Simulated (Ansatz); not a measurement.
## Ag3As (model cell, started as anti-ReO3 type): from the cell to its phonons

Aim: the vibrations of Ag3As (model cell, started as anti-ReO3 type), their spectra, and whether the structure is stable.

Main program and level: Ansatz 0.2.0; DFT PBE, scalar-relativistic, plane waves, PAW.

The structure was built from a prototype and need not be the compound's stable phase.

**1. Starting point**

It takes space group Pm-3m (No. 221, cubic). The conventional cell has a = 5.760 Å, b = 5.760 Å, c = 5.760 Å, α = 90.00°, β = 90.00°, γ = 90.00°. Nearest to As lie 6 Ag at 2.88 Å. Ag has 2 As at 2.88 Å nearest. Farther neighbours are not listed.

**2. Relaxation, smearing width 0.01 eV**

Harmonic phonons are second derivatives at a point where the forces vanish, and they are wanted at zero stress, so atoms and cell are relaxed first.

The input, input.yaml:

```yaml
crystal:
  lattice:
    - [5.76, 0.0, 0.0]
    - [0.0, 5.76, 0.0]
    - [0.0, 0.0, 5.76]
  atoms:
    - { symbol: As, position: [0.0, 0.0, 0.0] }
    - { symbol: Ag, position: [0.5, 0.0, 0.0] }
    - { symbol: Ag, position: [0.0, 0.5, 0.0] }
    - { symbol: Ag, position: [0.0, 0.0, 0.5] }
kpoints:
  mp_grid: { grid: [6, 6, 6] }
hamiltonian:
  xc: pbe
scf:
  occupations: { method: gaussian, width: 0.01 }
output:
  forces: true
  stress: true
  eigenvalues: true
relax:
  adjacent_minimum: "off"
  f_tol: 0.005
  max_steps: 80
  cell: { stress_tol: 0.05 }
```

Run with:

```sh
$ ansatz run input.yaml --threads 4 --pin off --max-ram 7168MiB --backend cpu --events-out ev --progress --plain --runs-dir out
```

Numbers of over 12 decimals in the logs are rounded to 6 here.

The program printed:

```text
Engine: ansatz 0.2.0, aarch64-unknown-linux-gnu
Pseudopotentials: kind: paw
Pseudopotential: As, paw, valence charge 15, recommended cutoff 420 eV (normal), As.paw.azcp
Pseudopotential: Ag, paw, valence charge 19, recommended cutoff 420 eV (normal), Ag.paw.azcp
Functional definition: PBE
  parameter kappa = 0.804
  parameter beta = 0.066725
  exchange = pbe_x(kappa = kappa, mu = beta*pi^2/3)
  correlation = pbe_c(beta = beta)
Crystal: 4 atoms, lattice volume = 191.103 Å³
Basis set: ecut = 420 eV, 3743 PW (Γ), exchange–correlation on 80×80×80 points (8 copies of the dense FFT grid, shifted against one another)
Bands: 44, of which v1, the nominal top of the filled ones, is band 36 counted from 1 (35 counted from 0)
Symmetry: 48 space group operations
Space group: Pm-3m (ITA 221), of the structure as read, at distance tolerance 5.8e-5 Å
k-points: 20 of 216
Non-local potential: As, projectors of the file, l = 0: 2, l = 1: 2, l = 2: 3, l = 3: 1
Non-local potential: Ag, projectors of the file, l = 0: 3, l = 1: 2, l = 2: 2, l = 3: 1
PAW form: soft (Blöchl's): semilocal exchange-correlation on the pseudo side does not see the compensation charge
PAW one-centre angular grid: As, 590 points (default); XC on 64 Gauss nodes
PAW one-centre angular grid: Ag, 590 points (default); XC on 64 Gauss nodes
Initial density: superposition of atomic densities (neutral atoms: chi_scale 0, normalization atom), corrected by the library's trained network
Initial wavefunctions: pseudopotential atomic-orbital guess
Functional: x = pbe(κ = 0.804, μ = 0.219515), c = pbe(β = 0.066725)
SCF iter   1: F=—  HF=-27625.016323 eV  |F-HF|=—  |Δ(HF+E_count)|=         —  Δρ=1.25e-3  dr2=8.43e-3  ethr=1.77e-3  ⟨swp⟩=6.5  Hψ=3189  notcnv=0
preconditioner: auto → Resta (q_TF=auto, 2.319 Å⁻¹)  ε∞=6.3  [insulator: Δε(μ)=0.270 eV  Ē_g=7.194 eV  σ=0.010 eV  W_gap=1.00  n_scr=32 (ndim 8)  ℏωp=16.6 eV  f_vac=0.387  D(μ)=0.00/eV (n_scr^D=0)  ε∞_Penn≈6.3  vacuum switching on, ρ_ref=3.8e-3 e/Å³]
SCF iter   2: F=—  HF=-27625.017435 eV  |F-HF|=—  |Δ(HF+E_count)|=   1.11e-3  Δρ=7.79e-4  dr2=2.81e-3  ethr=1.17e-5  ⟨swp⟩=2.6  Hψ=1543  notcnv=0  defer=50
SCF iter   3: F=—  HF=-27625.017376 eV  |F-HF|=—  |Δ(HF+E_count)|=   5.83e-5  Δρ=2.25e-4  dr2=1.81e-4  ethr=3.90e-6  ⟨swp⟩=3.0  Hψ=1358  notcnv=0  defer=50
SCF iter   4: F=—  HF=-27625.017409 eV  |F-HF|=—  |Δ(HF+E_count)|=   3.23e-5  Δρ=1.03e-4  dr2=4.35e-5  ethr=2.51e-7  ⟨swp⟩=2.0  Hψ=1361  notcnv=0  defer=50
SCF iter   5: F=—  HF=-27625.017467 eV  |F-HF|=—  |Δ(HF+E_count)|=   5.85e-5  Δρ=4.26e-5  dr2=8.38e-6  ethr=6.04e-8  ⟨swp⟩=2.0  Hψ=1310  notcnv=0  defer=50
SCF iter   6: F=—  HF=-27625.017475 eV  |F-HF|=—  |Δ(HF+E_count)|=   7.46e-6  Δρ=1.39e-5  dr2=6.05e-7  ethr=1.16e-8  ⟨swp⟩=2.0  Hψ=1210  notcnv=0  defer=50
SCF iter   7: F=-27625.017476 eV  HF=-27625.017476 eV  |F-HF|=1.52e-8  |Δ(HF+E_count)|=   1.45e-6  Δρ=5.94e-6  dr2=6.32e-8  ethr=1.39e-10  ⟨swp⟩=8.9  Hψ=3630  notcnv=0
SCF 1 converged in 7 iterations: F = -27625.017476 eV  dr2 = 6.32e-8
  greatest PAW one-centre occupation: 1.000 electrons in one spin orbital (limit 2), on the Ag atom at site 3 (counted from 0), in its partial waves of l = 0
relax step   1: F+E_penalty+E_count = -27625.01747612 eV  Δ(F+E_penalty+E_count) = +0.000e0 eV  max|allowed force component| = 1.445e-28 eV/Å  Δτ_max = 0.0000 Å  P = -5.364 GPa  Ω = 191.103 Å³  (7 SCF iters, dr2 threshold 1.00e-7 eV, accepted)
Crystal: 4 atoms, lattice volume = 164.495 Å³
Basis set: ecut = 420 eV, 3191 PW (Γ), exchange–correlation on 80×80×80 points (8 copies of the dense FFT grid, shifted against one another)
Initial density: handed on by an earlier stage of this run
Initial wavefunctions: those handed on with the density
iter 1 solved again at ethr=6.30e-5 eV; its pass at ethr=3.10e-3 eV (dr2=4.54e-2 eV) is discarded
SCF iter   1: F=—  HF=-27625.915992 eV  |F-HF|=—  |Δ(HF+E_count)|=         —  Δρ=5.03e-3  dr2=5.06e-2  ethr=6.30e-5  ⟨swp⟩=2.5  Hψ=4378  notcnv=0
preconditioner: auto → Resta (q_TF=auto, 2.377 Å⁻¹)  ε∞=6.5  [insulator: Δε(μ)=0.535 eV  Ē_g=7.582 eV  σ=0.010 eV  W_gap=1.00  n_scr=32 (ndim 8)  ℏωp=17.8 eV  f_vac=0.363  D(μ)=0.00/eV (n_scr^D=0)  ε∞_Penn≈6.5]
SCF iter   2: F=—  HF=-27625.903646 eV  |F-HF|=—  |Δ(HF+E_count)|=   1.23e-2  Δρ=1.62e-3  dr2=3.59e-3  ethr=6.30e-5  ⟨swp⟩=2.4  Hψ=1400  notcnv=0
SCF iter   3: F=—  HF=-27625.903077 eV  |F-HF|=—  |Δ(HF+E_count)|=   5.69e-4  Δρ=8.30e-4  dr2=1.13e-3  ethr=4.98e-6  ⟨swp⟩=1.4  Hψ=891  notcnv=0
SCF iter   4: F=—  HF=-27625.903049 eV  |F-HF|=—  |Δ(HF+E_count)|=   2.79e-5  Δρ=1.72e-4  dr2=8.76e-5  ethr=1.57e-6  ⟨swp⟩=2.1  Hψ=1320  notcnv=0
SCF iter   5: F=—  HF=-27625.903132 eV  |F-HF|=—  |Δ(HF+E_count)|=   8.23e-5  Δρ=5.18e-5  dr2=1.81e-5  ethr=1.22e-7  ⟨swp⟩=2.0  Hψ=1403  notcnv=0
SCF iter   6: F=—  HF=-27625.903138 eV  |F-HF|=—  |Δ(HF+E_count)|=   6.95e-6  Δρ=4.44e-5  dr2=6.02e-6  ethr=2.52e-8  ⟨swp⟩=2.0  Hψ=1400  notcnv=0
SCF iter   7: F=—  HF=-27625.903146 eV  |F-HF|=—  |Δ(HF+E_count)|=   7.59e-6  Δρ=1.40e-5  dr2=5.88e-7  ethr=8.36e-9  ⟨swp⟩=2.0  Hψ=1426  notcnv=0
SCF iter   8: F=-27625.903147 eV  HF=-27625.903147 eV  |F-HF|=9.04e-8  |Δ(HF+E_count)|=   9.52e-7  Δρ=3.71e-6  dr2=3.52e-8  ethr=5.56e-10  ⟨swp⟩=6.2  Hψ=3367  notcnv=0
SCF 2 converged in 8 iterations: F = -27625.903147 eV  dr2 = 3.52e-8
relax step   2: F+E_penalty+E_count = -27625.90314712 eV  Δ(F+E_penalty+E_count) = -8.857e-1 eV  max|allowed force component| = 1.004e-28 eV/Å  Δτ_max = 0.0000 Å  P = -5.075 GPa  Ω = 164.495 Å³  energy of the carried Pulay correction = +4.366e-3 eV  (8 SCF iters, dr2 threshold 4.00e-7 eV, accepted)
Crystal: 4 atoms, lattice volume = 140.478 Å³
Basis set: ecut = 420 eV, 2777 PW (Γ), exchange–correlation on 80×80×80 points (8 copies of the dense FFT grid, shifted against one another)
iter 1 solved again at ethr=1.12e-4 eV; its pass at ethr=3.10e-3 eV (dr2=8.08e-2 eV) is discarded
SCF iter   1: F=—  HF=-27626.581958 eV  |F-HF|=—  |Δ(HF+E_count)|=         —  Δρ=7.05e-3  dr2=8.78e-2  ethr=1.12e-4  ⟨swp⟩=2.2  Hψ=4451  notcnv=0
preconditioner: auto → Resta (q_TF=auto, 2.441 Å⁻¹)  ε∞=6.6  [insulator: Δε(μ)=0.932 eV  Ē_g=8.173 eV  σ=0.010 eV  W_gap=1.00  n_scr=32 (ndim 8)  ℏωp=19.3 eV  f_vac=0.321  D(μ)=0.00/eV (n_scr^D=0)  ε∞_Penn≈6.6]
SCF iter   2: F=—  HF=-27626.559541 eV  |F-HF|=—  |Δ(HF+E_count)|=   2.24e-2  Δρ=2.21e-3  dr2=5.48e-3  ethr=1.12e-4  ⟨swp⟩=2.4  Hψ=1409  notcnv=0
SCF iter   3: F=—  HF=-27626.558312 eV  |F-HF|=—  |Δ(HF+E_count)|=   1.23e-3  Δρ=1.12e-3  dr2=1.58e-3  ethr=7.61e-6  ⟨swp⟩=2.6  Hψ=1478  notcnv=0
SCF iter   4: F=—  HF=-27626.558179 eV  |F-HF|=—  |Δ(HF+E_count)|=   1.33e-4  Δρ=2.26e-4  dr2=8.58e-5  ethr=2.19e-6  ⟨swp⟩=2.0  Hψ=1389  notcnv=0
SCF iter   5: F=—  HF=-27626.558191 eV  |F-HF|=—  |Δ(HF+E_count)|=   1.17e-5  Δρ=5.96e-5  dr2=1.61e-5  ethr=1.19e-7  ⟨swp⟩=2.0  Hψ=1436  notcnv=0
SCF iter   6: F=—  HF=-27626.558201 eV  |F-HF|=—  |Δ(HF+E_count)|=   1.05e-5  Δρ=4.47e-5  dr2=5.54e-6  ethr=2.24e-8  ⟨swp⟩=2.0  Hψ=1388  notcnv=0
SCF iter   7: F=—  HF=-27626.558212 eV  |F-HF|=—  |Δ(HF+E_count)|=   1.08e-5  Δρ=1.50e-5  dr2=6.97e-7  ethr=7.70e-9  ⟨swp⟩=2.0  Hψ=1308  notcnv=0
SCF iter   8: F=-27626.558214 eV  HF=-27626.558214 eV  |F-HF|=1.04e-7  |Δ(HF+E_count)|=   1.57e-6  Δρ=3.75e-6  dr2=3.13e-8  ethr=5.56e-10  ⟨swp⟩=6.8  Hψ=3436  notcnv=0
SCF 3 converged in 8 iterations: F = -27626.558214 eV  dr2 = 3.13e-8
relax step   3: F+E_penalty+E_count = -27626.55821360 eV  Δ(F+E_penalty+E_count) = -6.551e-1 eV  max|allowed force component| = 2.836e-29 eV/Å  Δτ_max = 0.0000 Å  P = -3.187 GPa  Ω = 140.478 Å³  energy of the carried Pulay correction = +8.911e-3 eV  (8 SCF iters, dr2 threshold 4.00e-7 eV, accepted)
[...]
relax step   4: F+E_penalty+E_count = -27626.68933982 eV  Δ(F+E_penalty+E_count) = -1.311e-1 eV  max|allowed force component| = 1.265e-29 eV/Å  Δτ_max = 0.0000 Å  P = +2.255 GPa  Ω = 118.921 Å³  energy of the carried Pulay correction = +1.359e-2 eV  (8 SCF iters, dr2 threshold 4.00e-7 eV, accepted)
[...]
relax step   5: F+E_penalty+E_count = -27626.73010963 eV  Δ(F+E_penalty+E_count) = -4.077e-2 eV  max|allowed force component| = 2.842e-29 eV/Å  Δτ_max = 0.0000 Å  P = -0.200 GPa  Ω = 126.021 Å³  energy of the carried Pulay correction = +1.198e-2 eV  (7 SCF iters, dr2 threshold 4.00e-7 eV, accepted)
[...]
relax step   6: F+E_penalty+E_count = -27626.73068007 eV  Δ(F+E_penalty+E_count) = -5.704e-4 eV  max|allowed force component| = 9.219e-30 eV/Å  Δτ_max = 0.0000 Å  P = -0.008 GPa  Ω = 125.370 Å³  energy of the carried Pulay correction = +1.212e-2 eV  (4 SCF iters, dr2 threshold 1.00e-7 eV, accepted)
Basis set: ecut = 420 eV, 2469 PW (Γ), exchange–correlation on 72×72×72 points (8 copies of the dense FFT grid, shifted against one another)
Initial wavefunctions: pseudopotential atomic-orbital guess (no wavefunctions were taken with the density)
iter 1 solved again at ethr=2.13e-7 eV; its pass at ethr=3.10e-3 eV (dr2=1.54e-4 eV) is discarded
SCF iter   1: F=—  HF=-27626.722588 eV  |F-HF|=—  |Δ(HF+E_count)|=         —  Δρ=5.83e-4  dr2=5.30e-5  ethr=2.13e-7  ⟨swp⟩=3.1  Hψ=5485  notcnv=0
preconditioner: auto → Resta (q_TF=auto, 2.487 Å⁻¹)  ε∞=6.4  [insulator: Δε(μ)=1.249 eV  Ē_g=8.814 eV  σ=0.010 eV  W_gap=1.00  n_scr=26 (ndim 8)  ℏωp=20.4 eV  f_vac=0.292  D(μ)=0.00/eV (n_scr^D=0)  ε∞_Penn≈6.4]
SCF iter   2: F=—  HF=-27626.722723 eV  |F-HF|=—  |Δ(HF+E_count)|=   1.34e-4  Δρ=2.95e-4  dr2=1.96e-5  ethr=7.36e-8  ⟨swp⟩=2.0  Hψ=1578  notcnv=0
SCF iter   3: F=—  HF=-27626.722760 eV  |F-HF|=—  |Δ(HF+E_count)|=   3.75e-5  Δρ=9.52e-5  dr2=1.51e-6  ethr=2.72e-8  ⟨swp⟩=2.5  Hψ=1376  notcnv=0
SCF iter   4: F=—  HF=-27626.722754 eV  |F-HF|=—  |Δ(HF+E_count)|=   5.62e-6  Δρ=5.58e-6  dr2=1.84e-8  ethr=2.10e-9  ⟨swp⟩=2.0  Hψ=1258  notcnv=0
SCF iter   5: F=—  HF=-27626.722754 eV  |F-HF|=—  |Δ(HF+E_count)|=   2.10e-8  Δρ=1.09e-6  dr2=1.84e-9  ethr=2.55e-11  ⟨swp⟩=2.0  Hψ=1600  notcnv=0
SCF iter   6: F=—  HF=-27626.722754 eV  |F-HF|=—  |Δ(HF+E_count)|=  7.28e-10  Δρ=4.67e-7  dr2=5.32e-10  ethr=2.56e-12  ⟨swp⟩=2.0  Hψ=1360  notcnv=0
SCF iter   7: F=—  HF=-27626.722754 eV  |F-HF|=—  |Δ(HF+E_count)|=  4.73e-10  Δρ=1.75e-7  dr2=1.46e-10  ethr=1.00e-12  ⟨swp⟩=2.3  Hψ=1177  notcnv=0
SCF iter   8: F=-27626.722754 eV  HF=-27626.722754 eV  |F-HF|=4.37e-11  |Δ(HF+E_count)|=  1.82e-10  Δρ=6.19e-8  dr2=1.01e-11  ethr=1.00e-12  ⟨swp⟩=3.0  Hψ=3023  notcnv=0
SCF 7 converged in 8 iterations: F = -27626.722754 eV  dr2 = 1.01e-11
  greatest PAW one-centre occupation: 1.000 electrons in one spin orbital (limit 2), on the Ag atom at site 1 (counted from 0), in its partial waves of l = 0
relax step   7: F+E_penalty+E_count = -27626.72275448 eV  Δ(F+E_penalty+E_count) = +7.926e-3 eV  max|allowed force component| = 2.426e-29 eV/Å  Δτ_max = 0.0000 Å  P = -0.043 GPa  Ω = 125.370 Å³  stress off target by 4.31e-2 GPa  SCF on the basis re-selected at this cell (its energy is not comparable with the rows above)  (8 SCF iters)
basis re-selected at this cell: Δ(F+E_penalty+E_count) = +7.926e-3 eV, ΔP = -0.035 GPa vs the last step (what re-selecting the basis moved, of the pressure what is left beyond the Pulay correction that the steps carried, after the strain that the cell walked since its last selection, with what the two solves' SCF thresholds leave and, on support functions, any second-order correction that the steps lacked; it is no measure of the basis error at this ecutwfc). The dense FFT grid was sized anew with the basis: this SCF ran on 36×36×36 points, the steps before it on 40×40×40, so part of this shift can come from that change (see relax.cell in the input reference). [rest of the remark cut]
SCF converged after 8 iterations
Free energy (F): -27626.722754 eV
Harris-Foulkes:  -27626.722754 eV  (|F-HF|=4.37e-11)
Internal energy: -27626.722754 eV  (E = F + TS)
E sigma→0 (E₀):  -27626.722754 eV
Fermi energy:    7.061689 eV
--- Per-component energies (eV) ---
  E_band       = -1548.850895
  E_kinetic    = 1685.379444
  E_local      = -13620.771506  (includes V_loc(G=0)·N_el)
  E_nonlocal   = -426.377071
  E_hartree    = 6301.349278
  E_xc         = -630.165654
  E_vxc        = -778.777325  (∫ρ·V_xc dr)
  E_paw        = -13546.357008  (= ΣΔE_a)
  E_vpaw       = -1011.003937  (= ΣTr[D̂ρ^β])
  E_aug_tail   = 0.000946  (compensation charges beyond the density's cutoff)
  E_ewald      = -7389.781183
  E_smearing   = -0.000000  (= −TS)
  E_closure    = 0.000000  (closes the sum)
  Σ components = -27626.722754   (vs F -27626.722754, Δ=0.00e0)
--- Forces (eV/Å), atoms counted from 1 ---
  atom   1  As    -0.00000000    -0.00000000     0.00000000
  atom   2  Ag     0.00000000    -0.00000000    -0.00000000
  atom   3  Ag     0.00000000     0.00000000     0.00000000
  atom   4  Ag    -0.00000000    -0.00000000     0.00000000
  max |Σ_I F_I| component: 2.92e-29 eV/Å
--- Stress (GPa, compression-positive) ---
       -0.043125      -0.000000       0.000000
       -0.000000      -0.043125      -0.000000
        0.000000      -0.000000      -0.043125
  P = ⅓ Tr σ = -0.0431 GPa (-0.431 kbar)
--- Band table (eV; the first three rows and the last of 20) ---
  k-point 0: bands = [... 32 lower, 3.6140, 4.6492, 4.6492, 4.6492, 7.6861, 9.0116, 9.0116, 12.7551, ... 4 higher]
  k-point 1: bands = [... 32 lower, 3.5802, 4.4373, 4.9569, 4.9569, 7.9681, 9.0728, 9.6176, 12.4584, ... 4 higher]
  k-point 2: bands = [... 32 lower, 3.5112, 4.1929, 5.4498, 5.4498, 7.9678, 9.2196, 10.8823, 12.1742, ... 4 higher]
  k-point 19: bands = [... 32 lower, 3.5315, 5.9283, 5.9283, 5.9283, 8.3945, 8.3945, 8.3945, 12.5068, ... 4 higher]
--- Relaxed structure (6 steps of the walk, 6 accepted, 1 SCFs on fresh bases) ---
  F+E_penalty+E_count = -27626.72275448 eV   max|allowed force component| = 2.426e-29 eV/Å   (the final SCF, on the basis selected at the relaxed cell)
  cell:  # Å, volume = 125.3695 Å³
    - [5.004922, 0, 0]
    - [0, 5.004922, 0]
    - [0, 0, 5.004922]
  atoms:
    - { symbol: As, position: [0, 0, 0] }
    - { symbol: Ag, position: [0.5, 0, 0] }
    - { symbol: Ag, position: [0, 0.5, 0] }
    - { symbol: Ag, position: [0, 0, 0.5] }
```

The job ended after 18 s (4 threads of Arm Neoverse V1, shared host; peak memory 0.45 GiB; 67 s of CPU time).

Step by step:

| step | energy less that of the first step (eV) | largest force component (eV/Å) | pressure (GPa) | volume (Å³) |
| --- | --- | --- | --- | --- |
| 1 | 0.0000 | 0.0000 | -5.36 | 191.10 |
| 2 | -0.8857 | 0.0000 | -5.07 | 164.49 |
| 3 | -1.5407 | 0.0000 | -3.19 | 140.48 |
| 4 | -1.6719 | 0.0000 | 2.25 | 118.92 |
| 5 | -1.7126 | 0.0000 | -0.20 | 126.02 |
| 6 | -1.7132 | 0.0000 | -0.01 | 125.37 |
| 7* | -1.7053 | 0.0000 | -0.04 | 125.37 |

Relaxation steps marked * repeat the geometry before them on a plane-wave basis chosen anew for their cell, so energy and pressure can jump there.

Forces are held to the 48 operations that the run works with; a distortion that breaks them can't arise in this run.

| cell as run | before | after | change |
| --- | --- | --- | --- |
| a (Å) | 5.760 | 5.005 | -13.1 % |
| b (Å) | 5.760 | 5.005 | -13.1 % |
| c (Å) | 5.760 | 5.005 | -13.1 % |
| volume (Å³/atom) | 47.78 | 31.34 | -34.4 % |

The relaxed structure:

```cif
data_structure
_symmetry_space_group_name_H-M 'P 1'
_symmetry_Int_Tables_number 1
_cell_length_a 5.0049
_cell_length_b 5.0049
_cell_length_c 5.0049
_cell_angle_alpha 90.000
_cell_angle_beta 90.000
_cell_angle_gamma 90.000
_cell_volume 125.37
loop_
_atom_site_label
_atom_site_type_symbol
_atom_site_fract_x
_atom_site_fract_y
_atom_site_fract_z
_atom_site_occupancy
As1 As 0.00000 0.00000 0.00000 1
Ag2 Ag 0.50000 0.00000 0.00000 1
Ag3 Ag 0.00000 0.50000 0.00000 1
Ag4 Ag 0.00000 0.00000 0.50000 1
```

This step gave:

```
pressure           : -0.04312 GPa
gap on the k-mesh  : 1.249 eV
volume per atom    : 31.34 Å³
direct gap on mesh : 1.606 eV
```

In this step the volume went from 47.78 to 31.34 Å³/atom.

**3. Relaxation, smearing width 0.02 eV**

The relaxation is repeated from its end, on the mesh and smearing that suit the cell and gap now reached.

input.yaml, the sections that differ from step 2:

```yaml
crystal:
  lattice:
    - [5.0049222798, 0.0, 0.0]
    - [0.0, 5.0049222798, 0.0]
    - [0.0, 0.0, 5.0049222798]
  atoms:
    - { symbol: As, position: [0.0, 0.0, 0.0] }
    - { symbol: Ag, position: [0.5, 0.0, 0.0] }
    - { symbol: Ag, position: [0.0, 0.5, 0.0] }
    - { symbol: Ag, position: [0.0, 0.0, 0.5] }
scf:
  occupations: { method: gaussian, width: 0.02 }
# kpoints, hamiltonian, output, relax: as in step 2
```

The program printed:

```text
[...]
Crystal: 4 atoms, lattice volume = 125.370 Å³
Basis set: ecut = 420 eV, 2469 PW (Γ), exchange–correlation on 72×72×72 points (8 copies of the dense FFT grid, shifted against one another)
Bands: 44, of which v1, the nominal top of the filled ones, is band 36 counted from 1 (35 counted from 0)
Symmetry: 48 space group operations
[...]
k-points: 20 of 216
[...]
--- Relaxed structure (1 steps of the walk, 1 accepted, 1 SCFs on fresh bases) ---
[...]
cell:  # Å, volume = 125.3695 Å³
    - [5.0049222798, 0.0, 0.0]
    - [0.0, 5.0049222798, 0.0]
    - [0.0, 0.0, 5.0049222798]
  atoms:
    - { symbol: As, position: [0.0, 0.0, 0.0] }
    - { symbol: Ag, position: [0.5, 0.0, 0.0] }
    - { symbol: Ag, position: [0.0, 0.5, 0.0] }
    - { symbol: Ag, position: [0.0, 0.0, 0.5] }
[key lines of the parts left out:]
SCF converged after 6 iterations
Free energy (F): -27626.722754 eV
Fermi energy:    7.061821 eV
P = ⅓ Tr σ = -0.0431 GPa (-0.431 kbar)
```

The job ended after 3.7 s (4 threads; peak memory 0.39 GiB; 14 s of CPU time).

Little changed from the start: no atom moved by 0.005 Å and no cell edge by 0.1 %.

In this step the volume went from 31.34 to 31.34 Å³/atom.

(Part 1 of 3 ends here.)

[Logs are printed without paths, hosts, clocks, repeated set-up lines and the standing remarks that a program may print on its own settings, such as how far it seeks lower states.]

[Hosts, paths, dates, database ids (printed as entryN), source tags and the programs' standing remarks are cut or masked in the printed files.]
